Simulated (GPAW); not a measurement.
**Screening of a field by Ti2NS2 MXene monolayer**

Aim: the dipole that a field along the normal induces in Ti2NS2 MXene monolayer.

Method: GPAW, PAW setups; layer in a repeated cell with vacuum, relaxation of atoms and in-plane cell, in the first sound run; inputs show where later runs differ, in GPAW 26.7.0.

This is a report of a sequence of runs, with most program output left out.

## Step 1: Starting point

The cell holds 5 atoms: 2 S, 2 Ti and 1 N. Cell: a = 3.029 Å, b = 3.029 Å, c = 21.936 Å, α = 90.0°, β = 90.0°, γ = 120.0°. Vacuum lies along c.

## Step 2: Relaxing the atoms

Forces are removed first; all later runs use this geometry.

Contents of run.py:

```python
import json
import numpy as np
from ase import Atoms
from ase.filters import FrechetCellFilter
from ase.optimize import BFGS
from gpaw import GPAW, PW

slab = Atoms(
    ['S', 'Ti', 'N', 'Ti', 'S'],
    positions=[
        [-0.00000, 1.74864, 8.00000],
        [1.51437, 0.87432, 9.77267],
        [0.00000, 0.00000, 10.96773],
        [-0.00000, 1.74864, 12.16279],
        [1.51437, 0.87432, 13.93545]],
    cell=[[3.02874, 0.0, 0.0], [-1.51437, 2.62297, 0.0], [0.0, 0.0, 21.9355]],
    pbc=[True, True, True])

slab.calc = GPAW(mode=PW(600), xc='PBE', kpts={'size': (12, 12, 1), 'gamma': True},
                 occupations={'name': 'fermi-dirac', 'width': 0.05}, nbands='160%',
                 convergence={'density': 1e-05}, maxiter=200,
                 symmetry={'tolerance': 1e-3}, txt='slab.txt')
result = {}
# The in-plane cell is free; stress needs a cell that repeats along all three vectors
path = []
opt = BFGS(FrechetCellFilter(slab, mask=[1, 1, 0, 0, 0, 1]), maxstep=0.2)
opt.attach(lambda: path.append((slab.get_potential_energy(), slab.positions.tolist(), slab.get_forces().tolist())))
result['relaxed'] = bool(opt.run(fmax=0.02, steps=45))
result['path'] = path
result['cell'] = slab.cell.tolist()
print('in-plane lattice', slab.cell.cellpar().round(4)[[0, 1, 5]])
energy = slab.get_potential_energy()
fermi = slab.calc.get_fermi_level()
v = slab.calc.get_electrostatic_potential().mean((0, 1)) - fermi
n = slab.calc.get_pseudo_density().mean((0, 1))
L = slab.cell[2, 2]
z = np.arange(len(v)) * L / len(v)
low, high = slab.positions[:, 2].min(), slab.positions[:, 2].max()
below, above = np.interp([low - 5.8, high + 5.8], z, v)
slopes = [np.interp(x, z, np.gradient(v, z)) for x in (low - 5.8, high + 5.8)]
eps = np.array([[slab.calc.get_eigenvalues(k, s) for k in range(len(slab.calc.get_ibz_k_points()))]
                for s in range(slab.calc.get_number_of_spins())]) - fermi
top, bottom = eps[eps < 0].max(), eps[eps > 0].min()
dipole = slab.get_dipole_moment()[2]
print(f'energy {energy:.4f} eV, Fermi level {fermi:.4f} eV, dipole {dipole:.5f} e A')
print(f'potential 5.8 A off the faces, from the Fermi level: lower {below:.4f} eV, upper {above:.4f} eV')
print(f'slope of the potential there: lower {slopes[0]:.5f}, upper {slopes[1]:.5f} eV/A')
print(f'nearest levels on the mesh: {top:.4f} and {bottom:.4f} eV')
print('magnetic moment', round(slab.get_magnetic_moment(), 3))
result.update(energy=energy, fermi=fermi, dipole=dipole, below=below, above=above, slopes=slopes, edges=[top, bottom],
              z=z.tolist(), v=v.tolist(), n=n.tolist(), positions=slab.positions.tolist(),
              forces=slab.get_forces(apply_constraint=False).tolist(), moments=slab.get_magnetic_moments().tolist())
json.dump(result, open('result.json', 'w'))
```

Command:

```sh
$ OMP_NUM_THREADS=1 OPENBLAS_NUM_THREADS=1 python run.py
```

Wall time 7.6 min (1 thread of Intel Xeon Platinum 8488C (Sapphire Rapids), shared host); peak memory 0.4 GiB.

Numbers from this step:

```yaml
dipole_along_the_normal: -6.77e-4 e·Å
levels_nearest_the_fermi_level_on_the_mesh: -0.01646, 0.03399 eV from the Fermi level
```

The electrostatic potential energy of an electron (without an applied field's), less the Fermi level, planar mean oscillates, so the rows of the table below give means over windows of 1.58 Å about each position, cut where the curve ends. Its maxima inside the range that stand out by 2 % of the span (Å: eV): 8.9: -4.82, 10.5: -6.91, 11.4: -6.91, 13.0: -4.81. Its minima: 8.2: -18.8, 9.8: -17.2, 11.0: -12.9, 12.1: -17.2, 13.7: -18.8.

Table of electrostatic potential energy of an electron (without an applied field's), less the Fermi level, planar mean by z; means over each step:

```csv
z (Å),"electrostatic potential energy of an electron (without an applied field's), less the Fermi level, planar mean (eV)"
0.79,5.74
2.37,5.74
3.95,5.74
5.53,5.71
7.11,2.41
8.69,-10.8
10.27,-12.0
11.85,-11.8
13.43,-10.3
15.01,3.83
16.59,5.73
18.17,5.74
19.75,5.74
21.33,5.74
```

The pseudo valence density, planar mean oscillates, so the rows of the table below give means over windows of 1 Å about each position, cut where the curve ends. Its maxima inside the range that stand out by 2 % of the span (Å: e/Å³): 8.6: 0.495, 9.8: 1.41, 10.9: 0.683, 12.1: 1.41, 13.3: 0.495. Its minima: 8.9: 0.438, 10.5: 0.583, 11.4: 0.583, 13.0: 0.438.

Table of pseudo valence density, planar mean by z; means over each step:

```csv
z (Å),"pseudo valence density, planar mean (e/Å³)"
4,6.5e-6
5,1.5e-4
6,0.00348
7,0.0826
8,0.389
9,0.558
10,1.03
11,0.641
12,1.06
13,0.529
14,0.372
15,0.0692
16,0.00291
17,1.2e-4
```

The relaxation lowered the energy of the cell by 0.656 eV (energies extrapolated to zero smearing; the optimiser's log prints free energies). The largest force left on a free atom is 0.014 eV/Å.

## Step 3: The slab's potential

The work function is the vacuum plateau of the electrostatic potential less the Fermi level; a dipole layer lets the two faces have plateaus of their own.

This step: GPAW, PAW setups; slab in vacuum (GPAW 26.7.0).

The cell differs from the one that the last finished run ended in (c 21.936 → 21.464 Å).

Changes to run.py since step 2:

```diff
@@ -3,4 +3,2 @@
 from ase import Atoms
-from ase.filters import FrechetCellFilter
-from ase.optimize import BFGS
 from gpaw import GPAW, PW
@@ -10,23 +8,16 @@
     positions=[
-        [-0.00000, 1.74864, 8.00000],
-        [1.51437, 0.87432, 9.77267],
-        [0.00000, 0.00000, 10.96773],
-        [-0.00000, 1.74864, 12.16279],
-        [1.51437, 0.87432, 13.93545]],
-    cell=[[3.02874, 0.0, 0.0], [-1.51437, 2.62297, 0.0], [0.0, 0.0, 21.9355]],
-    pbc=[True, True, True])
+        [-0.00000, 1.82497, 8.00000],
+        [1.58047, 0.91248, 9.55188],
+        [0.00000, 0.00000, 10.73193],
+        [-0.00000, 1.82497, 11.91198],
+        [1.58047, 0.91248, 13.46385]],
+    cell=[[3.16094, -0.0, 0.0], [-1.58047, 2.73746, 0.0], [0.0, 0.0, 21.4638]],
+    pbc=[True, True, False])
 
-slab.calc = GPAW(mode=PW(600), xc='PBE', kpts={'size': (12, 12, 1), 'gamma': True},
+slab.calc = GPAW(mode=PW(500), xc='PBE', kpts={'size': (12, 12, 1), 'gamma': True},
                  occupations={'name': 'fermi-dirac', 'width': 0.05}, nbands='160%',
                  convergence={'density': 1e-05}, maxiter=200,
+                 poissonsolver={'dipolelayer': 'xy'},
                  symmetry={'tolerance': 1e-3}, txt='slab.txt')
 result = {}
-# The in-plane cell is free; stress needs a cell that repeats along all three vectors
-path = []
-opt = BFGS(FrechetCellFilter(slab, mask=[1, 1, 0, 0, 0, 1]), maxstep=0.2)
-opt.attach(lambda: path.append((slab.get_potential_energy(), slab.positions.tolist(), slab.get_forces().tolist())))
-result['relaxed'] = bool(opt.run(fmax=0.02, steps=45))
-result['path'] = path
-result['cell'] = slab.cell.tolist()
-print('in-plane lattice', slab.cell.cellpar().round(4)[[0, 1, 5]])
 energy = slab.get_potential_energy()
```

Wall time 56 s (1 thread); peak memory 0.25 GiB.

Numbers from this step:

```
dipole along the normal                    : 8.49e-4 e·Å
levels nearest the Fermi level on the mesh : -0.01559, 0.03456 eV from the Fermi level
upper work function                        : 5.733 eV
lower work function                        : 5.751 eV
```

The electrostatic potential energy of an electron (without an applied field's), less the Fermi level, planar mean oscillates, so the rows of the table below give means over windows of 1.53 Å about each position, cut where the curve ends. Its maxima inside the range that stand out by 2 % of the span (Å: eV): 8.7: -4.80, 10.3: -6.94, 11.2: -6.95, 12.7: -4.81. Its minima: 8.0: -18.6, 9.6: -17.2, 10.7: -13.0, 11.9: -17.2, 13.4: -18.6.

Electrostatic potential energy of an electron (without an applied field's), less the Fermi level, planar mean against z; means over each step:

z (Å), electrostatic potential energy of an electron (without an applied field's), less the Fermi level, planar mean (eV) and a bar from the least value:
```
     0.77        5.8 ##############################
     2.29        5.8 ##############################
     3.82        5.8 ##############################
     5.35        5.7 ##############################
     6.88        2.4 ########################
     8.41      -10.7 ##
     9.95      -12.0 
    11.47      -12.0 
    13.00      -10.8 ##
    14.53        2.0 ########################
    16.06        5.7 ##############################
    17.59        5.7 ##############################
    19.12        5.7 ##############################
    20.65        5.7 ##############################
```

The pseudo valence density, planar mean oscillates, so the rows of the table below give means over windows of 1 Å about each position, cut where the curve ends. Its maxima inside the range that stand out by 2 % of the span (Å: e/Å³): 8.4: 0.488, 9.6: 1.41, 10.7: 0.684, 11.9: 1.41, 13.0: 0.488. Its minima: 8.8: 0.448, 10.3: 0.598, 11.1: 0.598, 12.6: 0.448.

Table of pseudo valence density, planar mean by z; means over each step:

```csv
z (Å),"pseudo valence density, planar mean (e/Å³)"
4,1.4e-5
5,3.1e-4
6,0.00757
7,0.149
8,0.431
9,0.732
10,0.894
11,0.657
12,1.06
13,0.465
14,0.307
15,0.0346
16,0.00135
17,5.6e-5
```

The potential is flat to 2.1e-4 eV/Å where it is read, so the vacuum is wide enough.

## Step 4: Field on

A uniform field along the normal polarises the slab; the atoms stay fixed, so this is the electronic response alone.

Changes to run.py since step 3:

```diff
@@ -4,2 +4,3 @@
 from gpaw import GPAW, PW
+from gpaw.external import ConstantElectricField
 
@@ -20,2 +21,3 @@
                  poissonsolver={'dipolelayer': 'xy'},
+                 external=ConstantElectricField(-0.2, [0, 0, 1]),
                  symmetry={'tolerance': 1e-3}, txt='slab.txt')
```

Wall time 3.7 min (1 thread); peak memory 0.53 GiB.

Numbers from this step:

```
dipole along the normal                                         : -0.07068 e·Å
levels nearest the Fermi level on the mesh                      : -0.01556, 0.03456 eV from the Fermi level
potential below the slab, the applied field's own ramp left out : 5.005 eV from the Fermi level
potential above the slab, the applied field's own ramp left out : 6.483 eV from the Fermi level
```

The electrostatic potential energy of an electron (without an applied field's), less the Fermi level, planar mean oscillates, so the rows of the table below give means over windows of 1.53 Å about each position, cut where the curve ends. Its maxima inside the range that stand out by 2 % of the span (Å: eV): 8.7: -5.20, 10.3: -7.04, 11.2: -6.85, 12.7: -4.42, 20.7: 6.48. Its minima: 8.0: -19.1, 9.6: -17.4, 10.7: -13.0, 11.9: -17.0, 13.4: -18.1.

Electrostatic potential energy of an electron (without an applied field's), less the Fermi level, planar mean against z; means over each step:

```csv
z (Å),"electrostatic potential energy of an electron (without an applied field's), less the Fermi level, planar mean (eV)"
0.77,5.10
2.29,5.01
3.82,5.00
5.35,4.98
6.88,1.76
8.41,-11.2
9.95,-12.1
11.47,-11.9
13.00,-10.3
14.53,2.67
16.06,6.45
17.59,6.48
19.12,6.48
20.65,6.43
```

The dipole is now -0.0707 e Å, against 8.5e-4 in the run without a field.

## Step 5: Field on

Changes to run.py since step 4:

```diff
@@ -21,3 +21,3 @@
                  poissonsolver={'dipolelayer': 'xy'},
-                 external=ConstantElectricField(-0.2, [0, 0, 1]),
+                 external=ConstantElectricField(-0.1, [0, 0, 1]),
                  symmetry={'tolerance': 1e-3}, txt='slab.txt')
```

Elapsed: 3.4 min, on 1 thread; peak memory 0.52 GiB.

This step gave:

```yaml
dipole_along_the_normal: -0.03533 e·Å
levels_nearest_the_fermi_level_on_the_mesh: -0.01557, 0.03456 eV from the Fermi level
potential_below_the_slab_the_applied_field_s_own_ramp_left_out: 5.373 eV from the Fermi level
potential_above_the_slab_the_applied_field_s_own_ramp_left_out: 6.112 eV from the Fermi level
```

The electrostatic potential energy of an electron (without an applied field's), less the Fermi level, planar mean oscillates, so the rows of the table below give means over windows of 1.53 Å about each position, cut where the curve ends. Its maxima inside the range that stand out by 2 % of the span (Å: eV): 8.7: -5.00, 10.3: -6.99, 11.2: -6.90, 12.7: -4.61. Its minima: 8.0: -18.9, 9.6: -17.3, 10.7: -13.0, 11.9: -17.1, 13.4: -18.3.

The electrostatic potential energy of an electron (without an applied field's), less the Fermi level, planar mean by z; means over each step:

```csv
z (Å),"electrostatic potential energy of an electron (without an applied field's), less the Fermi level, planar mean (eV)"
0.77,5.42
2.29,5.37
3.82,5.37
5.35,5.35
6.88,2.10
8.41,-10.9
9.95,-12.1
11.47,-11.9
13.00,-10.5
14.53,2.33
16.06,6.08
17.59,6.11
19.12,6.11
20.65,6.09
```

The dipole is now -0.0353 e Å, against 8.5e-4 in the run without a field.

## Step 6: In a field

Changes to run.py since step 5:

```diff
@@ -21,3 +21,3 @@
                  poissonsolver={'dipolelayer': 'xy'},
-                 external=ConstantElectricField(-0.1, [0, 0, 1]),
+                 external=ConstantElectricField(-0.05, [0, 0, 1]),
                  symmetry={'tolerance': 1e-3}, txt='slab.txt')
```

Wall time 3.5 min (1 thread); peak memory 0.53 GiB.

The electrostatic potential energy of an electron (without an applied field's), less the Fermi level, planar mean oscillates, so the rows of the table below give means over windows of 1.53 Å about each position, cut where the curve ends. Its maxima inside the range that stand out by 2 % of the span (Å: eV): 8.7: -4.90, 10.3: -6.97, 11.2: -6.92, 12.7: -4.71. Its minima: 8.0: -18.7, 9.6: -17.3, 10.7: -13.0, 11.9: -17.2, 13.4: -18.5.

The electrostatic potential energy of an electron (without an applied field's), less the Fermi level, planar mean by z; means over each step:

z (Å), electrostatic potential energy of an electron (without an applied field's), less the Fermi level, planar mean (eV) and a bar from the least value:
```
     0.77        5.6 #############################
     2.29        5.6 #############################
     3.82        5.6 #############################
     5.35        5.5 #############################
     6.88        2.3 ########################
     8.41      -10.8 ##
     9.95      -12.0 
    11.47      -12.0 
    13.00      -10.7 ##
    14.53        2.2 ########################
    16.06        5.9 ##############################
    17.59        5.9 ##############################
    19.12        5.9 ##############################
    20.65        5.9 ##############################
```

## Step 7: In a field

Changes to run.py since step 6:

```diff
@@ -21,3 +21,3 @@
                  poissonsolver={'dipolelayer': 'xy'},
-                 external=ConstantElectricField(-0.05, [0, 0, 1]),
+                 external=ConstantElectricField(0.05, [0, 0, 1]),
                  symmetry={'tolerance': 1e-3}, txt='slab.txt')
```

It took 3.5 min on 1 thread; peak memory 0.53 GiB.

The electrostatic potential energy of an electron (without an applied field's), less the Fermi level, planar mean oscillates, so the rows of the table below give means over windows of 1.53 Å about each position, cut where the curve ends. Its maxima inside the range that stand out by 2 % of the span (Å: eV): 8.7: -4.71, 10.3: -6.92, 11.2: -6.97, 12.7: -4.90. Its minima: 8.0: -18.5, 9.6: -17.2, 10.7: -13.0, 11.9: -17.3, 13.4: -18.7.

Electrostatic potential energy of an electron (without an applied field's), less the Fermi level, planar mean against z; means over each step:

z (Å), electrostatic potential energy of an electron (without an applied field's), less the Fermi level, planar mean (eV) and a bar from the least value:
```
     0.77        5.9 ##############################
     2.29        5.9 ##############################
     3.82        5.9 ##############################
     5.35        5.9 ##############################
     6.88        2.6 ########################
     8.41      -10.6 ##
     9.95      -12.0 
    11.47      -12.1 
    13.00      -10.9 ##
    14.53        1.8 #######################
    16.06        5.5 #############################
    17.59        5.6 #############################
    19.12        5.6 #############################
    20.65        5.6 #############################
```

## Step 8: Field on

Changes to run.py since step 7:

```diff
@@ -21,3 +21,3 @@
                  poissonsolver={'dipolelayer': 'xy'},
-                 external=ConstantElectricField(0.05, [0, 0, 1]),
+                 external=ConstantElectricField(0.1, [0, 0, 1]),
                  symmetry={'tolerance': 1e-3}, txt='slab.txt')
```

Wall time 3.6 min (1 thread); peak memory 0.52 GiB.

(Continued in part 2 of 2.)

[Logs are printed without paths, hosts, clocks, repeated set-up lines and the standing remarks that a program may print on its own settings, such as how far it seeks lower states.]

[Hosts, paths, dates, database ids (printed as entryN), source tags and the programs' standing remarks are cut or masked in the printed files.]
